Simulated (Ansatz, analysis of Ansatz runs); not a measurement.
# A hop of H in YScO3 (Pnma), charge +1

Aim: the barrier of one jump in YScO3 (Pnma) at charge +1: H transfer from O to O. The model is a cell of 40 host atoms with 1 H put in; H is the atom that moves.

Main program and level: Ansatz 0.2.0; plane-wave PAW DFT, LDA; nudged elastic band between two relaxed defect structures at fixed charge in a uniform background.

### Step 1. Set-up

The cell holds 41 atoms: 8 Y, 8 Sc, 24 O and 1 H. Cell: a = 9.434 Å, b = 7.769 Å, c = 9.607 Å, α = 64.8°, β = 48.2°, γ = 67.1°. It derives from YScO3 (space group Pnma). Nearest the centre at fractional (0.846, 0.564, 0.312): H41 at 0.45 Å, O22 at 1.42 Å, O18 at 1.43 Å, Sc10 at 1.49 Å, Y3 at 1.93 Å, Y8 at 2.44 Å, O20 at 2.46 Å, O26 at 2.53 Å. The cell carries charge +1.

Structure file:

```xyz
41
Lattice="0.0000 7.7756 5.3416 5.6413 0.0000 5.3416 5.6413 7.7756 0.0000" Properties=species:S:1:pos:R:3 pbc="T T T"
Y     5.2743    5.8317    5.2329
Y     5.2743   13.6074    5.2329
Y     3.1877    1.9439    2.5621
Y     8.8291    9.7196    7.9037
Y     2.4536    5.8317    2.7795
Y     8.0949   13.6074    8.1212
Y     6.0084    1.9439    5.4503
Y     6.0084    9.7196    5.4503
Sc    5.6413    7.7756    2.6708
Sc    5.6413    7.7756    8.0124
Sc    2.8207    3.8878    0.0000
Sc    2.8207    3.8878    5.3416
Sc    8.4620    7.7756    5.3416
Sc    2.8207    7.7756    5.3416
Sc    5.6413    3.8878    2.6708
Sc    0.0000    3.8878    2.6708
O     5.3251    9.7196    3.3640
O     5.3251    9.7196    8.7056
O     4.5466    3.3604    6.3613
O     4.5466   11.1361    6.3613
O    10.1880    8.3030    6.3613
O     4.5466    8.3030    6.3613
O     3.9154    4.4152    3.6905
O     9.5568   12.1909    9.0321
O     3.9154    7.2482    3.6905
O     9.5568   15.0239    9.0321
O     8.7783    5.8317    6.0348
O     3.1369    5.8317    6.0348
O     8.1458    9.7196    4.6484
O     2.5044    9.7196    4.6484
O     1.7259    3.3604    1.6511
O     7.3673   11.1361    6.9927
O     1.7259    0.5274    1.6511
O     7.3673    8.3030    6.9927
O     6.7361    4.4152    4.3219
O     6.7361   12.1909    4.3219
O     6.7361    7.2482    4.3219
O     1.0947    7.2482    4.3219
O     5.9576    5.8317    1.9776
O     5.9576    5.8317    7.3192
H     4.8210    8.7788    7.1594
```

The cell's shortest repeat is 7.8 Å.

### Step 2. Relaxation of the start point, charge +1

The ends come first: from an unrelaxed start the top is counted from too high an energy, and the barrier comes out too low. Small random displacements break the symmetry of the ideal sites, so that the defect can distort if it gains by it. The charge of +1 is set by the electron count, and a uniform background keeps the cell neutral.

The input, qp1.start/input.yaml:

```yaml
crystal:
  lattice:
    - [0.0, 7.77564706, 5.34161926]
    - [5.64134763, 0.0, 5.34161926]
    - [5.64134763, 7.77564706, 0.0]
  atoms:
    - { symbol: "Y", position: [0.39735706, 0.58228854, 0.35264294] }
    - { symbol: "Y", position: [0.89735706, 0.08228854, 0.85264294] }
    - { symbol: "Y", position: [0.08228854, 0.39735706, 0.16771146] }
    - { symbol: "Y", position: [0.58228854, 0.89735706, 0.66771146] }
    - { symbol: "Y", position: [0.41771146, 0.10264294, 0.33228854] }
    - { symbol: "Y", position: [0.91771146, 0.60264294, 0.83228854] }
    - { symbol: "Y", position: [0.10264294, 0.91771146, 0.14735706] }
    - { symbol: "Y", position: [0.60264294, 0.41771146, 0.64735706] }
    - { symbol: Sc, position: [0.25, 0.25, 0.75] }
    - { symbol: Sc, position: [0.75, 0.75, 0.25] }
    - { symbol: Sc, position: [0.0, 0.0, 0.5] }
    - { symbol: Sc, position: [0.5, 0.5, 0.0] }
    - { symbol: Sc, position: [0.25, 0.75, 0.75] }
    - { symbol: Sc, position: [0.75, 0.25, 0.25] }
    - { symbol: Sc, position: [0.0, 0.5, 0.5] }
    - { symbol: Sc, position: [0.5, 0.0, 0.0] }
    - { symbol: O, position: [0.4679132, 0.16185626, 0.7820868] }
    - { symbol: O, position: [0.9679132, 0.66185626, 0.2820868] }
    - { symbol: O, position: [0.40856091, 0.7823334, 0.02361216] }
    - { symbol: O, position: [0.90856091, 0.2823334, 0.52361216] }
    - { symbol: O, position: [0.22638784, 0.96450647, 0.84143909] }
    - { symbol: O, position: [0.72638784, 0.46450647, 0.34143909] }
    - { symbol: O, position: [0.2823334, 0.40856091, 0.28549353] }
    - { symbol: O, position: [0.7823334, 0.90856091, 0.78549353] }
    - { symbol: O, position: [0.46450647, 0.22638784, 0.4676666] }
    - { symbol: O, position: [0.96450647, 0.72638784, 0.9676666] }
    - { symbol: O, position: [0.16185626, 0.9679132, 0.58814374] }
    - { symbol: O, position: [0.66185626, 0.4679132, 0.08814374] }
    - { symbol: O, position: [0.33814374, 0.5320868, 0.91185626] }
    - { symbol: O, position: [0.83814374, 0.0320868, 0.41185626] }
    - { symbol: O, position: [0.2176666, 0.09143909, 0.21450647] }
    - { symbol: O, position: [0.7176666, 0.59143909, 0.71450647] }
    - { symbol: O, position: [0.03549353, 0.27361216, 0.0323334] }
    - { symbol: O, position: [0.53549353, 0.77361216, 0.5323334] }
    - { symbol: O, position: [0.09143909, 0.7176666, 0.47638784] }
    - { symbol: O, position: [0.59143909, 0.2176666, 0.97638784] }
    - { symbol: O, position: [0.27361216, 0.53549353, 0.65856091] }
    - { symbol: O, position: [0.77361216, 0.03549353, 0.15856091] }
    - { symbol: O, position: [0.0320868, 0.33814374, 0.7179132] }
    - { symbol: O, position: [0.5320868, 0.83814374, 0.2179132] }
    - { symbol: H, position: [0.807371, 0.532942, 0.321635] }
total_charge: 1
basis:
  ecutwfc: 420
  xc_grid: 2
hamiltonian:
  xc: lda
kpoints:
  mp_grid: { grid: [1, 1, 1] }
scf:
  occupations: { method: fixed }
  max_iter: 100
output:
  forces: true
relax:
  f_tol: 0.02
  max_steps: 70
  random_displacement: { amplitude: 0.03, seed: 6436 }
```

Command:

```bash
$ ansatz run input.yaml --threads 4 --pin off --max-ram 7536MiB --backend cpu --events-out ev --progress --plain --runs-dir out
```

Numbers of over 12 decimals in the logs are rounded to 6 here.

Log:

```text
[... repeated set-up lines and file paths are left out, and long positions are rounded to six places ...]
The last accepted step is kept in <dir> (removed where the run ends without a failure and the disk answers)
Engine: ansatz 0.2.0, aarch64-unknown-linux-gnu
Pseudopotentials: kind: paw
Pseudopotential: Y, paw, valence charge 11, recommended cutoff 420 eV (normal), Y.paw.azcp
Pseudopotential: Sc, paw, valence charge 11, recommended cutoff 420 eV (normal), Sc.paw.azcp
Pseudopotential: O, paw, valence charge 6, recommended cutoff 420 eV (normal), O.paw.azcp
Pseudopotential: H, paw, valence charge 1, recommended cutoff 420 eV (normal), H.paw.azcp
Functional definition: SPW92
  exchange = slater_x
  correlation = pw_c
Crystal: 41 atoms, lattice volume = 468.622 Å³
Basis set: ecut = 420 eV, 9099 PW (Γ), exchange–correlation on 128×108×144 points (8 copies of the dense FFT grid, shifted against one another)
Bands: 201, of which v1, the nominal top of the filled ones, is band 160 counted from 1 (159 counted from 0)
Symmetry: 1 space group operations
k-points: 1
Non-local potential: Y, projectors of the file, l = 0: 3, l = 1: 2, l = 2: 2, l = 3: 1
Non-local potential: Sc, projectors of the file, l = 0: 3, l = 1: 2, l = 2: 3, l = 3: 1
Non-local potential: O, projectors of the file, l = 0: 2, l = 1: 2, l = 2: 1
Non-local potential: H, projectors of the file, l = 0: 2, l = 1: 1
PAW form: soft (Blöchl's): semilocal exchange-correlation on the pseudo side does not see the compensation charge
PAW frozen core: Y, regenerated for the run's functional, and the local potential with it (the file was generated under x = pbe(κ = 0.804, μ = 0.219515), c = pbe(β = 0.066725))
PAW frozen core: Sc, regenerated for the run's functional, and the local potential with it (the file was generated under x = pbe(κ = 0.804, μ = 0.219515), c = pbe(β = 0.066725))
PAW frozen core: O, regenerated for the run's functional, and the local potential with it (the file was generated under x = pbe(κ = 0.804, μ = 0.219515), c = pbe(β = 0.066725))
PAW one-centre angular grid: Y, 590 points (default); XC on 64 Gauss nodes
PAW one-centre angular grid: Sc, 590 points (default); XC on 64 Gauss nodes
PAW one-centre angular grid: O, 110 points (default); XC on 64 Gauss nodes
PAW one-centre angular grid: H, 110 points (default); XC on 64 Gauss nodes
Initial density: superposition of atomic densities (neutral atoms scaled as one to the charged cell's electrons: chi_scale 0, normalization atom), corrected by the library's trained network
Initial wavefunctions: pseudopotential atomic-orbital guess
Functional: x = slater, c = lda
SCF iter   1: F=—  HF=-60113.472452 eV  |F-HF|=—  |Δ(HF+E_count)|=         —  Δρ=1.39e-2  dr2=9.38e-1  ethr=1.77e-3  ⟨swp⟩=4.0  Hψ=633  notcnv=0  defer=38
preconditioner: auto → Resta (q_TF=auto, 2.560 Å⁻¹)  ε∞=4.0  [insulator: Δε(μ)=3.518 eV  Ē_g=16.857 eV  n_scr=126 (ndim 8)  ℏωp=29.1 eV  f_vac=0.000  ε∞_Penn≈4.0]
SCF iter   2: F=—  HF=-60113.248138 eV  |F-HF|=—  |Δ(HF+E_count)|=   2.24e-1  Δρ=5.48e-3  dr2=8.96e-2  ethr=2.93e-4  ⟨swp⟩=3.0  Hψ=313  notcnv=0  defer=39
SCF iter   3: F=—  HF=-60113.226050 eV  |F-HF|=—  |Δ(HF+E_count)|=   2.21e-2  Δρ=2.39e-3  dr2=2.34e-2  ethr=2.80e-5  ⟨swp⟩=3.0  Hψ=244  notcnv=0  defer=39
SCF iter   4: F=—  HF=-60113.219599 eV  |F-HF|=—  |Δ(HF+E_count)|=   6.45e-3  Δρ=8.49e-4  dr2=3.75e-3  ethr=7.31e-6  ⟨swp⟩=3.0  Hψ=316  notcnv=0  defer=39
SCF iter   5: F=—  HF=-60113.219717 eV  |F-HF|=—  |Δ(HF+E_count)|=   1.18e-4  Δρ=2.74e-4  dr2=3.21e-4  ethr=1.17e-6  ⟨swp⟩=3.0  Hψ=348  notcnv=0  defer=39
SCF iter   6: F=—  HF=-60113.219638 eV  |F-HF|=—  |Δ(HF+E_count)|=   7.98e-5  Δρ=9.05e-5  dr2=3.34e-5  ethr=1.00e-7  ⟨swp⟩=3.0  Hψ=359  notcnv=0  defer=39
SCF iter   7: F=-60113.219628 eV  HF=-60113.219632 eV  |F-HF|=4.04e-6  |Δ(HF+E_count)|=   5.62e-6  Δρ=3.59e-5  dr2=5.57e-6  ethr=3.12e-9  ⟨swp⟩=4.0  Hψ=596  notcnv=0
SCF 1 converged in 7 iterations: F = -60113.219628 eV  dr2 = 5.57e-6
  greatest PAW one-centre occupation: 0.998 electrons in one spin orbital (limit 2), on the Sc atom at site 14 (counted from 0), in its partial waves of l = 0
relax step   1: F+E_penalty+E_count = -60113.21962799 eV  Δ(F+E_penalty+E_count) = +0.000e0 eV  max|allowed force component| = 5.384e0 eV/Å  Δτ_max = 0.0000 Å  (7 SCF iters, dr2 threshold 1.00e-5 eV, accepted)
[... the SCF cycles and remarks between the steps are left out from here to the last step ...]
relax step   2: F+E_penalty+E_count = -60115.02798354 eV  Δ(F+E_penalty+E_count) = -1.808e0 eV  max|allowed force component| = 2.531e0 eV/Å  Δτ_max = 0.1949 Å  (6 SCF iters, dr2 threshold 1.00e-4 eV, accepted)
relax step   3: F+E_penalty+E_count = -60115.51359706 eV  Δ(F+E_penalty+E_count) = -4.856e-1 eV  max|allowed force component| = 8.442e-1 eV/Å  Δτ_max = 0.1909 Å  (5 SCF iters, dr2 threshold 1.00e-4 eV, accepted)
relax step   4: F+E_penalty+E_count = -60115.64386973 eV  Δ(F+E_penalty+E_count) = -1.303e-1 eV  max|allowed force component| = 5.174e-1 eV/Å  Δτ_max = 0.1879 Å  (5 SCF iters, dr2 threshold 7.93e-5 eV, accepted)
relax step   5: F+E_penalty+E_count = -60115.75417827 eV  Δ(F+E_penalty+E_count) = -1.103e-1 eV  max|allowed force component| = 3.397e-1 eV/Å  Δτ_max = 0.2000 Å  (6 SCF iters, dr2 threshold 2.98e-5 eV, accepted)
relax step   6: F+E_penalty+E_count = -60115.84253356 eV  Δ(F+E_penalty+E_count) = -8.836e-2 eV  max|allowed force component| = 5.174e-1 eV/Å  Δτ_max = 0.2000 Å  (5 SCF iters, dr2 threshold 4.34e-5 eV, accepted)
relax step   7: F+E_penalty+E_count = -60115.96254408 eV  Δ(F+E_penalty+E_count) = -1.200e-1 eV  max|allowed force component| = 5.948e-1 eV/Å  Δτ_max = 0.1974 Å  (5 SCF iters, dr2 threshold 1.00e-4 eV, accepted)
relax step   8: F+E_penalty+E_count = -60116.12522823 eV  Δ(F+E_penalty+E_count) = -1.627e-1 eV  max|allowed force component| = 2.903e-1 eV/Å  Δτ_max = 0.1960 Å  (6 SCF iters, dr2 threshold 1.00e-4 eV, accepted)
relax step   9: F+E_penalty+E_count = -60116.24624032 eV  Δ(F+E_penalty+E_count) = -1.210e-1 eV  max|allowed force component| = 9.872e-2 eV/Å  Δτ_max = 0.1707 Å  (6 SCF iters, dr2 threshold 2.01e-5 eV, accepted)
relax step  10: F+E_penalty+E_count = -60116.25357663 eV  Δ(F+E_penalty+E_count) = -7.336e-3 eV  max|allowed force component| = 6.856e-2 eV/Å  Δτ_max = 0.0418 Å  (6 SCF iters, dr2 threshold 1.13e-6 eV, accepted)
relax step  11: F+E_penalty+E_count = -60116.25424880 eV  Δ(F+E_penalty+E_count) = -6.722e-4 eV  max|allowed force component| = 3.921e-2 eV/Å  Δτ_max = 0.0093 Å  (5 SCF iters, dr2 threshold 5.44e-7 eV, accepted)
relax step  12: F+E_penalty+E_count = -60116.25501368 eV  Δ(F+E_penalty+E_count) = -7.649e-4 eV  max|allowed force component| = 1.637e-2 eV/Å  Δτ_max = 0.0049 Å  (5 SCF iters, dr2 threshold 5.03e-7 eV, accepted)
iter 1 solved again at ethr=4.73e-11 eV; its pass at ethr=3.10e-3 eV (dr2=1.51e-7 eV) is discarded
SCF iter   1: F=—  HF=-60116.255014 eV  |F-HF|=—  |Δ(HF+E_count)|=         —  Δρ=6.34e-6  dr2=1.51e-7  ethr=4.73e-11  ⟨swp⟩=1.0  Hψ=436  notcnv=0  defer=33
SCF iter   2: F=-60116.255014 eV  HF=-60116.255014 eV  |F-HF|=1.46e-8  |Δ(HF+E_count)|=   2.64e-8  Δρ=2.60e-6  dr2=3.00e-8  ethr=3.13e-11  ⟨swp⟩=2.0  Hψ=589  notcnv=0
SCF 13 converged in 2 iterations: F = -60116.255014 eV  dr2 = 3.00e-8
relax step  13: F+E_penalty+E_count = -60116.25501374 eV  Δ(F+E_penalty+E_count) = -6.372e-8 eV  max|allowed force component| = 1.642e-2 eV/Å  Δτ_max = 0.0000 Å  (2 SCF iters, accepted)
SCF converged after 2 iterations
Free energy (F): -60116.255014 eV
Harris-Foulkes:  -60116.255014 eV  (|F-HF|=1.46e-8)
Internal energy: -60116.255014 eV  (E = F + TS)
E sigma→0 (E₀):  -60116.255014 eV
Fermi energy:    9.749988 eV
--- Per-component energies (eV) ---
  E_band       = -1416.903637
  E_kinetic    = 8795.526789
  E_local      = -16437.812116  (includes V_loc(G=0)·N_el)
  E_nonlocal   = 2281.019882
  E_hartree    = 5560.390902
  E_xc         = -3988.308051
  E_vxc        = -4919.482636  (∫ρ·V_xc dr)
  E_paw        = -32597.467668  (= ΣΔE_a)
  E_vpaw       = -2256.997319  (= ΣTr[D̂ρ^β])
  E_aug_tail   = 0.059660  (compensation charges beyond the density's cutoff)
  E_ewald      = -23737.066595
  E_core_change = 7.402184  (= ΣΔE_core)
  E_smearing   = -0.000000  (= −TS)
  E_closure    = 0.000000  (closes the sum)
  E_deformation_potential = 21.272348  (in the stress; not in F)
  Σ components = -60116.255014   (vs F -60116.255014, Δ=0.00e0)
--- Forces (eV/Å), atoms counted from 1 ---
  atom   1  Y      0.00481342    -0.00419187    -0.01035468
  atom   2  Y      0.00669547     0.01356537    -0.01046580
  atom   3  Y      0.00041188     0.00140151     0.00826924
  [... 4 atoms left out ...]
  atom   8  Y      0.00467747    -0.00055544    -0.00662198
  [... 1 atom left out ...]
  atom  10  Sc     0.00240620     0.00207320     0.01642168
  [... 4 atoms left out ...]
  atom  15  Sc    -0.00657917    -0.00736250     0.01353273
  [... 2 atoms left out ...]
  atom  18  O     -0.00720604    -0.00091829    -0.00148603
  [... 1 atom left out ...]
  atom  20  O      0.01021235     0.00631504    -0.00085156
  [... 1 atom left out ...]
  atom  22  O      0.01117139     0.01117490     0.01183363
  [... 3 atoms left out ...]
  atom  26  O     -0.00849584     0.00077108    -0.00875798
  [... 7 atoms left out ...]
  atom  34  O      0.00043556     0.00130638    -0.00056933
  [... 6 atoms left out ...]
  atom  41  H     -0.00668337    -0.01630157    -0.00897524
  max |Σ_I F_I| component: 3.08e-5 eV/Å
--- Relaxed structure (13 steps of the walk, 13 accepted, 0 SCFs on fresh bases) ---
  F+E_penalty+E_count = -60116.25501374 eV   max|allowed force component| = 1.642e-2 eV/Å
  atoms:
    - { symbol: Y, position: [0.390446, 0.582120, 0.358500] }
    - { symbol: Y, position: [0.892089, 0.085353, 0.851683] }
    - { symbol: Y, position: [0.103757, 0.403633, 0.145455] }
    [... 4 atoms left out ...]
    - { symbol: Y, position: [0.575363, 0.423999, 0.678130] }
    [... 1 atom left out ...]
    - { symbol: Sc, position: [0.752301, 0.753737, 0.249002] }
    [... 4 atoms left out ...]
    - { symbol: Sc, position: [-0.003702, 0.505236, 0.495569] }
    [... 2 atoms left out ...]
    - { symbol: O, position: [0.971611, 0.665447, 0.274754] }
    [... 1 atom left out ...]
    - { symbol: O, position: [0.897144, 0.295623, 0.506923] }
    [... 1 atom left out ...]
    - { symbol: O, position: [0.738628, 0.448727, 0.350756] }
    [... 3 atoms left out ...]
    - { symbol: O, position: [0.965265, 0.722415, 0.967776] }
    [... 7 atoms left out ...]
    - { symbol: O, position: [0.535460, 0.772825, 0.532640] }
    [... 6 atoms left out ...]
    - { symbol: H, position: [0.811340, 0.356677, 0.412891] }
```

Run time: 21 s. Hardware: 4 threads of Arm Neoverse V2, shared host; peak memory 0.6 GiB.

The steps of the relaxation:

| step | energy less that of the first step (eV) | largest force component (eV/Å) |
| --- | --- | --- |
| 1 | 0.0000 | 5.3837 |
| 2 | -1.8084 | 2.5306 |
| 3 | -2.2940 | 0.8442 |
| 4 | -2.4242 | 0.5174 |
| 5 | -2.5346 | 0.3397 |
| 6 | -2.6229 | 0.5174 |
| 7 | -2.7429 | 0.5948 |
| 8 | -2.9056 | 0.2903 |
| 9 | -3.0266 | 0.0987 |
| 10 | -3.0339 | 0.0686 |
| 11 | -3.0346 | 0.0392 |
| 12 | -3.0354 | 0.0164 |
| 13 | -3.0354 | 0.0164 |

The atoms that moved most (Å, from the sites as typed, ahead of the random displacement, the mean shift of all atoms taken out):

```csv
atom,dx,dy,dz,length
H41,-0.478,0.740,-0.915,1.271
Y8,0.210,0.027,-0.107,0.238
O20,-0.018,-0.219,0.015,0.220
O29,0.137,-0.005,0.133,0.191
Y3,-0.089,-0.006,0.153,0.177
O22,-0.035,0.168,-0.014,0.172
O36,-0.011,-0.124,0.070,0.142
Sc12,0.060,0.059,0.080,0.116
```

Neighbours of H41 at the end:

| atom | distance (Å) |
| --- | --- |
| O22 | 1.067 |
| O20 | 1.417 |
| Y8 | 2.094 |
| Y3 | 2.207 |
| O30 | 2.448 |
| Sc14 | 2.554 |
| O18 | 2.690 |
| Sc11 | 2.747 |

Read from the output:

| Item | Value |
| --- | --- |
| free energy | -60116.2550 eV |
| largest move from the ideal geometry of this structure, a common shift of the far atoms taken out | 1.309 Å |

The relaxation gained 3.035 eV and ended with a largest force component of 0.016 eV/Å.

[end of part 1 of 4]

[Logs are printed without paths, hosts, clocks, repeated set-up lines and the standing remarks that a program may print on its own settings, such as how far it seeks lower states.]

[Hosts, paths, dates, database ids (printed as entryN), source tags and the programs' standing remarks are cut or masked in the printed files.]
